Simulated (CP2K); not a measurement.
Consider 2-vinylfuran at its PBE geometry (Å).

```xyz
13

C    -2.5070    0.1997    0.0438
C    -1.4442   -0.5826    0.3101
C    -0.0595   -0.2344    0.0987
C     0.6154    0.8678   -0.3828
C     2.0075    0.5629   -0.3308
C     2.1075   -0.7033    0.1792
O     0.8637   -1.2108    0.4470
H    -3.5188   -0.1527    0.2364
H    -2.3997    1.2031   -0.3693
H    -1.6013   -1.5804    0.7258
H     0.1634    1.7892   -0.7322
H     2.8325    1.1995   -0.6314
H     2.9404   -1.3579    0.4055
```

Method: CP2K XAS_TDP, all-electron GAPW, PBEh(45%), aug-cc-pVDZ, TDA, no relativity.

**Question.** Predict the bright core excitations at the O K edge.

Leading lines: O7 530.35 eV. The leading line of an atom is its first one with 35 % of the strongest within 2.5 eV of its lowest line over the strength cut. 

The first six lines of each atom with a strength over 0.0015:

| atom | energy (eV) | states | strength, one atom |
| --- | --- | --- | --- |
| O7 (bonded to 2 C) | 530.35 | 1 | 0.0252 |
|  | 533.51 | 1 | 0.0018 |
|  | 533.95 | 1 | 0.0132 |
|  | 534.08 | 1 | 0.0057 |
|  | 534.68 | 1 | 0.0105 |
|  | 534.89 | 1 | 0.0259 |

Lines are vertical, at one geometry, with no vibrational structure. Without a correction of the core level, line positions, and the gaps between valence and Rydberg lines, follow the share of exact exchange. At this level such K lines come out 3 to 6 eV under measured ones. These values hold no scalar relativity, about 0.4 eV for O 1s. Rydberg lines, and the discretised continuum above threshold, depend on the basis and the box.

[Banner, clock and machine lines of the logs are left out without a mark of their own.]

[Logs are printed without paths, hosts, clocks, repeated set-up lines and the standing remarks that a program may print on its own settings, such as how far it seeks lower states.]

[Hosts, paths, dates, database ids (printed as entryN), source tags and the programs' standing remarks are cut or masked in the printed files.]
